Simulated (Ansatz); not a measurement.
# Work function of Mo(100): what the settings cost and change

Aim: the work function of Mo(100) against thickness and vacuum, with the cost.

Calculated with Ansatz 0.2.0; plane-wave DFT, PBE, Ansatz PAW.

This is a report of a sequence of runs, with most program output left out.

## (1) Starting point

The cell holds 1 atom: 1 Mo. Cell: a = 3.150 Å, b = 3.150 Å, c = 18.000 Å, α = 90.0°, β = 90.0°, γ = 90.0°. Vacuum lies along c.

## (2) Slab, setting 1 layer

A work function rests on the faint tail of the density, so the SCF threshold is tight. The slab grows from one layer, at fixed mesh and 18 Å of vacuum; then the vacuum is varied on one slab.

The input, input.yaml:

```yaml
crystal:
  lattice:
    - [3.15, 0.0, 0.0]
    - [0.0, 3.15, 0.0]
    - [0.0, 0.0, 18.0]
  atoms:
    - { symbol: Mo, position: [0.5, 0.5, 0.5] }
kpoints:
  mp_grid: { grid: [13, 13, 1] }
hamiltonian:
  xc: pbe
scf:
  occupations: { method: fermi_dirac, width: 0.1 }
  convergence: { dr2_threshold: 1.0e-09 }
efield:
  axis: 3
  dipole_correction: true
  ramp_position: 0.97
  ramp_width: 0.06
output:
  write_potential: true
  write_density: true
  volumetric_format: npy
  elf: true
```

Command:

```console
ansatz run input.yaml --threads 2 --pin off --max-ram 3072MiB --backend cpu --events-out ev --progress --plain --runs-dir out
```

Wall time 3.4 s (2 threads of Arm Neoverse V2, shared host); peak memory 0.42 GiB; 6.5 s of CPU time.

This step gave:

| Quantity | Value |
| --- | --- |
| energy at zero smearing | -4950.8076 eV |
| work function, upper face | 4.744 eV |

Running mean over 1.575 Å of the planar mean; the ramp of the sawtooth is left out. The electron's electrostatic potential energy less the Fermi level by z:

```csv
z (Å),electron's electrostatic potential energy less the Fermi level (eV)
3.0,4.74
3.5,4.74
4.0,4.74
4.5,4.74
5.0,4.74
5.5,4.72
6.0,4.68
6.5,4.52
7.0,4.03
7.5,2.45
8.0,-1.95
8.5,-7.72
9.0,-10.4
9.5,-7.72
10.0,-1.95
10.5,2.45
11.0,4.03
11.5,4.52
12.0,4.68
12.5,4.72
13.0,4.74
13.5,4.74
14.0,4.74
14.5,4.74
15.0,4.74
```

Valence density in the ca plane at fractional y = 0.500, with atoms of Mo within 0.2 Å of it. It is the smooth field of the valence electrons, not physical close to the nuclei.

Ten steps, logarithmic in the rise over the least value, from '0' (0.0 e/Å³) to '9' (6.5 e/Å³), each cell a mean:
```
00000000000000000001233321000000000000000000
00000000000000000012466531000000000000000000
00000000000000000013689842000000000000000000
00000000000000000013799952000000000000000000
00000000000000000013799852000000000000000000
00000000000000000012578631000000000000000000
00000000000000000011344321000000000000000000
00000000000000000001233221000000000000000000
```
Columns run along c (18.0 Å), rows up along a (3.1 Å). Atoms in or near the plane, at fractional coordinates: Mo at (0.50, 0.50).

Electrostatic potential energy in the ca plane at fractional y = 0.500, with atoms of Mo within 0.2 Å of it. With pseudopotentials it is smooth inside the atoms' cores, unlike the true potential.

Ten even steps from '0' (-46 eV) to '9' (2 eV), each cell a mean:
```
99999999999999999999988899999999999999999999
99999999999999999998754689999999999999999999
99999999999999999997300068999999999999999999
99999999999999999997100048999999999999999999
99999999999999999997100058999999999999999999
99999999999999999998511379999999999999999999
99999999999999999999877899999999999999999999
99999999999999999999999999999999999999999999
```
Columns run along c (18.0 Å; values clipped at the 3rd and 97th percentile), rows up along a (3.1 Å). Atoms in or near the plane, at fractional coordinates: Mo at (0.50, 0.50).

ELF in the ca plane at fractional y = 0.500, with atoms of Mo within 0.2 Å of it. It is the smooth field of the valence electrons, not physical close to the nuclei.

Ten even steps from '0' (0.00) to '9' (0.73), each cell a mean:
```
00000000000000001244444444320000000000000000
00000000000000000122367532210000000000000000
00000000000000000112699931100000000000000000
00000000000000000002885951000000000000000000
00000000000000000012898941000000000000000000
00000000000000000112589731110000000000000000
00000000000000001233344433210000000000000000
00000000000000001345555555421000000000000000
```
Columns run along c (18.0 Å), rows up along a (3.1 Å). Atoms in or near the plane, at fractional coordinates: Mo at (0.50, 0.50).

The work function is 4.744 eV.

## (3) Run, 2 atoms

System of this step: Mo(100). The cell holds 2 atoms: 2 Mo. Its edges and angles: a = 3.150 Å, b = 3.150 Å, c = 19.575 Å, α = 90.0°, β = 90.0°, γ = 90.0°. Vacuum lies along c.

input.yaml, the sections that differ from step 2:

```yaml
crystal:
  lattice:
    - [3.15, 0.0, 0.0]
    - [0.0, 3.15, 0.0]
    - [0.0, 0.0, 19.575]
  atoms:
    - { symbol: Mo, position: [0.5, 0.5, 0.4597701149] }
    - { symbol: Mo, position: [0.0, 0.0, 0.5402298851] }
output:
  write_potential: true
  write_density: true
  volumetric_format: npy
# kpoints, hamiltonian, scf, efield: as in step 2
```

Run time: 5.6 s. Hardware: 2 threads; peak memory 0.42 GiB; 11 s of CPU time.

The work function is 3.937 eV, -0.808 eV from the run “1 layer”, at 1.7 times its CPU time.

## (4) Run, 3 atoms

System of this step: Mo(100). The cell holds 3 atoms: 3 Mo. Cell: a = 3.150 Å, b = 3.150 Å, c = 21.150 Å, α = 90.0°, β = 90.0°, γ = 90.0°. Vacuum lies along c.

input.yaml, the sections that differ from step 3:

```yaml
crystal:
  lattice:
    - [3.15, 0.0, 0.0]
    - [0.0, 3.15, 0.0]
    - [0.0, 0.0, 21.15]
  atoms:
    - { symbol: Mo, position: [0.0, 0.0, 0.4255319149] }
    - { symbol: Mo, position: [0.5, 0.5, 0.5] }
    - { symbol: Mo, position: [0.0, 0.0, 0.5744680851] }
# kpoints, hamiltonian, scf, efield, output: as in step 3
```

The job ended after 8.6 s (2 threads; peak memory 0.47 GiB; 17 s of CPU time).

The work function is 4.090 eV, +0.153 eV from the run “2 layers”, at 1.6 times its CPU time.

## (5) Slab, 4 atoms

System of this step: Mo(100). The cell holds 4 atoms: 4 Mo. Cell: a = 3.150 Å, b = 3.150 Å, c = 22.725 Å, α = 90.0°, β = 90.0°, γ = 90.0°. Vacuum lies along c.

input.yaml, the sections that differ from step 4:

```yaml
crystal:
  lattice:
    - [3.15, 0.0, 0.0]
    - [0.0, 3.15, 0.0]
    - [0.0, 0.0, 22.725]
  atoms:
    - { symbol: Mo, position: [0.5, 0.5, 0.396039604] }
    - { symbol: Mo, position: [0.0, 0.0, 0.4653465347] }
    - { symbol: Mo, position: [0.5, 0.5, 0.5346534653] }
    - { symbol: Mo, position: [0.0, 0.0, 0.603960396] }
# kpoints, hamiltonian, scf, efield, output: as in step 4
```

Elapsed: 12 s, on 2 threads; peak memory 0.52 GiB.

The work function is 3.867 eV, -0.223 eV from the run “3 layers”, at 1.4 times its CPU time.

## (6) Run, 5 atoms

System of this step: Mo(100). The cell holds 5 atoms: 5 Mo. Its edges and angles: a = 3.150 Å, b = 3.150 Å, c = 24.300 Å, α = 90.0°, β = 90.0°, γ = 90.0°. Vacuum lies along c.

input.yaml, the sections that differ from step 5:

```yaml
crystal:
  lattice:
    - [3.15, 0.0, 0.0]
    - [0.0, 3.15, 0.0]
    - [0.0, 0.0, 24.3]
  atoms:
    - { symbol: Mo, position: [0.0, 0.0, 0.3703703704] }
    - { symbol: Mo, position: [0.5, 0.5, 0.4351851852] }
    - { symbol: Mo, position: [0.0, 0.0, 0.5] }
    - { symbol: Mo, position: [0.5, 0.5, 0.5648148148] }
    - { symbol: Mo, position: [0.0, 0.0, 0.6296296296] }
# kpoints, hamiltonian, scf, efield, output: as in step 5
```

It took 19 s on 2 threads; peak memory 0.59 GiB.

The work function is 3.972 eV, +0.105 eV from the run “4 layers”, at 1.5 times its CPU time.

## (7) Run, 6 atoms

System of this step: Mo(100). The cell holds 6 atoms: 6 Mo. Cell: a = 3.150 Å, b = 3.150 Å, c = 25.875 Å, α = 90.0°, β = 90.0°, γ = 90.0°. Vacuum lies along c.

input.yaml, the sections that differ from step 6:

```yaml
crystal:
  lattice:
    - [3.15, 0.0, 0.0]
    - [0.0, 3.15, 0.0]
    - [0.0, 0.0, 25.875]
  atoms:
    - { symbol: Mo, position: [0.5, 0.5, 0.347826087] }
    - { symbol: Mo, position: [0.0, 0.0, 0.4086956522] }
    - { symbol: Mo, position: [0.5, 0.5, 0.4695652174] }
    - { symbol: Mo, position: [0.0, 0.0, 0.5304347826] }
    - { symbol: Mo, position: [0.5, 0.5, 0.5913043478] }
    - { symbol: Mo, position: [0.0, 0.0, 0.652173913] }
# kpoints, hamiltonian, scf, efield, output: as in step 6
```

The job ended after 25 s (2 threads; peak memory 0.67 GiB; 49 s of CPU time).

The work function is 3.928 eV, -0.043 eV from the run “5 layers”, at 1.3 times its CPU time.

## (8) Slab, 8 atoms

System of this step: Mo(100). The cell holds 8 atoms: 8 Mo. Its edges and angles: a = 3.150 Å, b = 3.150 Å, c = 29.025 Å, α = 90.0°, β = 90.0°, γ = 90.0°. Vacuum lies along c.

input.yaml, the sections that differ from step 7:

```yaml
crystal:
  lattice:
    - [3.15, 0.0, 0.0]
    - [0.0, 3.15, 0.0]
    - [0.0, 0.0, 29.025]
  atoms:
    - { symbol: Mo, position: [0.5, 0.5, 0.3100775194] }
    - { symbol: Mo, position: [0.0, 0.0, 0.3643410853] }
    - { symbol: Mo, position: [0.5, 0.5, 0.4186046512] }
    - { symbol: Mo, position: [0.0, 0.0, 0.4728682171] }
    - { symbol: Mo, position: [0.5, 0.5, 0.5271317829] }
    - { symbol: Mo, position: [0.0, 0.0, 0.5813953488] }
    - { symbol: Mo, position: [0.5, 0.5, 0.6356589147] }
    - { symbol: Mo, position: [0.0, 0.0, 0.6899224806] }
# kpoints, hamiltonian, scf, efield, output: as in step 7
```

Elapsed: 41 s, on 2 threads; peak memory 0.86 GiB; 81 s of CPU time.

The work function is 3.931 eV, +0.003 eV from the run “6 layers”, at 1.7 times its CPU time.

## (9) Run, 10 atoms

System of this step: Mo(100). The cell holds 10 atoms: 10 Mo. Its edges and angles: a = 3.150 Å, b = 3.150 Å, c = 32.175 Å, α = 90.0°, β = 90.0°, γ = 90.0°. Vacuum lies along c.

input.yaml, the sections that differ from step 8:

```yaml
crystal:
  lattice:
    - [3.15, 0.0, 0.0]
    - [0.0, 3.15, 0.0]
    - [0.0, 0.0, 32.175]
  atoms:
    - { symbol: Mo, position: [0.5, 0.5, 0.2797202797] }
    - { symbol: Mo, position: [0.0, 0.0, 0.3286713287] }
    - { symbol: Mo, position: [0.5, 0.5, 0.3776223776] }
    - { symbol: Mo, position: [0.0, 0.0, 0.4265734266] }
    - { symbol: Mo, position: [0.5, 0.5, 0.4755244755] }
    - { symbol: Mo, position: [0.0, 0.0, 0.5244755245] }
    - { symbol: Mo, position: [0.5, 0.5, 0.5734265734] }
    - { symbol: Mo, position: [0.0, 0.0, 0.6223776224] }
    - { symbol: Mo, position: [0.5, 0.5, 0.6713286713] }
    - { symbol: Mo, position: [0.0, 0.0, 0.7202797203] }
# kpoints, hamiltonian, scf, efield, output: as in step 8
```

Wall time 65 s (2 threads); peak memory 1.1 GiB; 2.1 min of CPU time.

The work function is 3.945 eV, +0.013 eV from the run “8 layers”, at 1.6 times its CPU time.

## (10) Slab, 13 atoms

System of this step: Mo(100). The cell holds 13 atoms: 13 Mo. Cell: a = 3.150 Å, b = 3.150 Å, c = 36.900 Å, α = 90.0°, β = 90.0°, γ = 90.0°. Vacuum lies along c.

input.yaml, the sections that differ from step 9:

```yaml
crystal:
  lattice:
    - [3.15, 0.0, 0.0]
    - [0.0, 3.15, 0.0]
    - [0.0, 0.0, 36.9]
  atoms:
    - { symbol: Mo, position: [0.0, 0.0, 0.243902439] }
    - { symbol: Mo, position: [0.5, 0.5, 0.2865853659] }
    - { symbol: Mo, position: [0.0, 0.0, 0.3292682927] }
    - { symbol: Mo, position: [0.5, 0.5, 0.3719512195] }
    - { symbol: Mo, position: [0.0, 0.0, 0.4146341463] }
    - { symbol: Mo, position: [0.5, 0.5, 0.4573170732] }
    - { symbol: Mo, position: [0.0, 0.0, 0.5] }
    - { symbol: Mo, position: [0.5, 0.5, 0.5426829268] }
    - { symbol: Mo, position: [0.0, 0.0, 0.5853658537] }
    - { symbol: Mo, position: [0.5, 0.5, 0.6280487805] }
    - { symbol: Mo, position: [0.0, 0.0, 0.6707317073] }
    - { symbol: Mo, position: [0.5, 0.5, 0.7134146341] }
    - { symbol: Mo, position: [0.0, 0.0, 0.756097561] }
# kpoints, hamiltonian, scf, efield, output: as in step 9
```

Run time: 1.9 min. Hardware: 2 threads; peak memory 1.5 GiB; 3.8 min of CPU time.

The work function is 3.939 eV, -0.005 eV from the run “10 layers”, at 1.8 times its CPU time.

## (11) Slab, 7 atoms

System of this step: Mo(100). The cell holds 7 atoms: 7 Mo. Its edges and angles: a = 3.150 Å, b = 3.150 Å, c = 19.450 Å, α = 90.0°, β = 90.0°, γ = 90.0°. Vacuum lies along c.

input.yaml, the sections that differ from step 10:

```yaml
crystal:
  lattice:
    - [3.15, 0.0, 0.0]
    - [0.0, 3.15, 0.0]
    - [0.0, 0.0, 19.45]
  atoms:
    - { symbol: Mo, position: [0.0, 0.0, 0.2570694087] }
    - { symbol: Mo, position: [0.5, 0.5, 0.3380462725] }
    - { symbol: Mo, position: [0.0, 0.0, 0.4190231362] }
    - { symbol: Mo, position: [0.5, 0.5, 0.5] }
    - { symbol: Mo, position: [0.0, 0.0, 0.5809768638] }
    - { symbol: Mo, position: [0.5, 0.5, 0.6619537275] }
    - { symbol: Mo, position: [0.0, 0.0, 0.7429305913] }
# kpoints, hamiltonian, scf, efield, output: as in step 10
```

The job ended after 23 s (2 threads; peak memory 0.6 GiB; 45 s of CPU time).

The work function is 3.941 eV. The program marks this work function as in doubt.

## (12) Run, 7 atoms

The cell differs from the one that the last finished run ended in (c 19.450 → 23.450 Å).

input.yaml, the sections that differ from step 11:

```yaml
crystal:
  lattice:
    - [3.15, 0.0, 0.0]
    - [0.0, 3.15, 0.0]
    - [0.0, 0.0, 23.45]
  atoms:
    - { symbol: Mo, position: [0.0, 0.0, 0.2985074627] }
    - { symbol: Mo, position: [0.5, 0.5, 0.3656716418] }
    - { symbol: Mo, position: [0.0, 0.0, 0.4328358209] }
    - { symbol: Mo, position: [0.5, 0.5, 0.5] }
    - { symbol: Mo, position: [0.0, 0.0, 0.5671641791] }
    - { symbol: Mo, position: [0.5, 0.5, 0.6343283582] }
    - { symbol: Mo, position: [0.0, 0.0, 0.7014925373] }
# kpoints, hamiltonian, scf, efield, output: as in step 11
```

Elapsed: 27 s, on 2 threads; peak memory 0.67 GiB; 54 s of CPU time.

The work function is 3.952 eV, +0.011 eV from the run “7 layers, 10 Å of vacuum”, at 1.2 times its CPU time.

## (13) Run, 7 atoms (run 2)

The cell differs from the one that the last finished run ended in (c 23.450 → 35.450 Å).

input.yaml, the sections that differ from step 12:

```yaml
crystal:
  lattice:
    - [3.15, 0.0, 0.0]
    - [0.0, 3.15, 0.0]
    - [0.0, 0.0, 35.45]
  atoms:
    - { symbol: Mo, position: [0.0, 0.0, 0.3667136812] }
    - { symbol: Mo, position: [0.5, 0.5, 0.4111424542] }
    - { symbol: Mo, position: [0.0, 0.0, 0.4555712271] }
    - { symbol: Mo, position: [0.5, 0.5, 0.5] }
    - { symbol: Mo, position: [0.0, 0.0, 0.5444287729] }
    - { symbol: Mo, position: [0.5, 0.5, 0.5888575458] }
    - { symbol: Mo, position: [0.0, 0.0, 0.6332863188] }
# kpoints, hamiltonian, scf, efield, output: as in step 12
```

The job ended after 41 s (2 threads; peak memory 0.9 GiB).

The work function is 3.952 eV, +0.000 eV from the run “7 layers, 14 Å of vacuum”, at 1.5 times its CPU time.

## (14) Comparing the runs

Times are for 2 threads of Arm Neoverse V2, shared host. The series side by side:

```csv
no.,setting,"work function, upper face (eV)",time,memory (GiB)
1,1 layer,4.744,3.4 s,0.42
2,2 layers,3.937,5.6 s,0.42
3,3 layers,4.090,8.6 s,0.47
4,4 layers,3.867,12 s,0.52
5,5 layers,3.972,19 s,0.59
6,6 layers,3.928,25 s,0.67
7,8 layers,3.931,41 s,0.86
8,10 layers,3.945,65 s,1.1
9,13 layers,3.939,1.9 min,1.5
10,"7 layers, 10 Å of vacuum",3.941,23 s,0.6
11,"7 layers, 14 Å of vacuum",3.952,27 s,0.67
12,"7 layers, 26 Å of vacuum",3.952,41 s,0.9
```

## (15) Varying the input

System of this step: Mo(100) monolayer. The cell holds 1 atom: 1 Mo. Cell: a = 3.150 Å, b = 3.150 Å, c = 18.000 Å, α = 90.0°, β = 90.0°, γ = 90.0°. Vacuum lies along c.

An input spoilt on purpose, to show how the run answers: it repeats the earlier run “1 layer” with kpoints.mp_grid.grid from [13, 13, 1] to [0, 13, 1], and scf.max_iter set to 60; its output block differs too.

input.yaml, the sections that differ from step 13:

```yaml
crystal:
  lattice:
    - [3.15, 0.0, 0.0]
    - [0.0, 3.15, 0.0]
    - [0.0, 0.0, 18.0]
  atoms:
    - { symbol: Mo, position: [0.5, 0.5, 0.5] }
kpoints:
  mp_grid: { grid: [0, 13, 1] }
scf:
  occupations: { method: fermi_dirac, width: 0.1 }
  convergence: { dr2_threshold: 1.0e-09 }
  max_iter: 60
# hamiltonian, efield, output: as in step 13
```

Elapsed: 0.03 s, on 2 threads; peak memory 0.07 GiB.

The program refused the input before any cycle.

The program's message: “Error: invalid value for `kpoints.mp_grid.grid`: each dimension must be in 1..=255”

The fault put into the input: a zero in the mesh.

## (16) Outcome

```
work function, 1 layer   : 4.744 eV
work function, 4 layers  : 3.867 eV
work function, 6 layers  : 3.928 eV
work function, 13 layers : 3.939 eV
```

**Reading.** The thickest slab gives 3.94 eV, and the settings tried spread the value from 3.87 to 4.74 eV. At 18 Å of vacuum, the slabs from 5 layers on stay within 0.04 eV of the thickest. Beyond two layers the value swings up and down with thickness, as is usual where quantum-well states cross the Fermi level; the levels were not examined here. Going from 10 to 26 Å of vacuum moves it by 0.012 eV. The program marks the value as in doubt in “7 layers, 10 Å of vacuum”. A compiled measured value is 4.45 eV (arxiv:1902.07811, 2019), but the real face reconstructs and these slabs don't, so it is no test of the method. The ladder's slabs use the tabulated experimental lattice constant (two decimals; a low-temperature value for the alkali metals). This open face is not relaxed here, and relaxation moves such faces by up to a few tenths of an eV. In 1 run of the series (7 layers, 10 Å of vacuum) the program warns that electrons reach the sawtooth's ramp, which makes dipole and work function less sure.

[Logs are printed without paths, hosts, clocks, repeated set-up lines and the standing remarks that a program may print on its own settings, such as how far it seeks lower states.]

[Hosts, paths, dates, database ids (printed as entryN), source tags and the programs' standing remarks are cut or masked in the printed files.]

[Maps of the electrostatic potential energy from Ansatz leave out the sawtooth potential of an applied field or a dipole correction, so their vacuum need not be flat; planar profiles and work functions include it.]
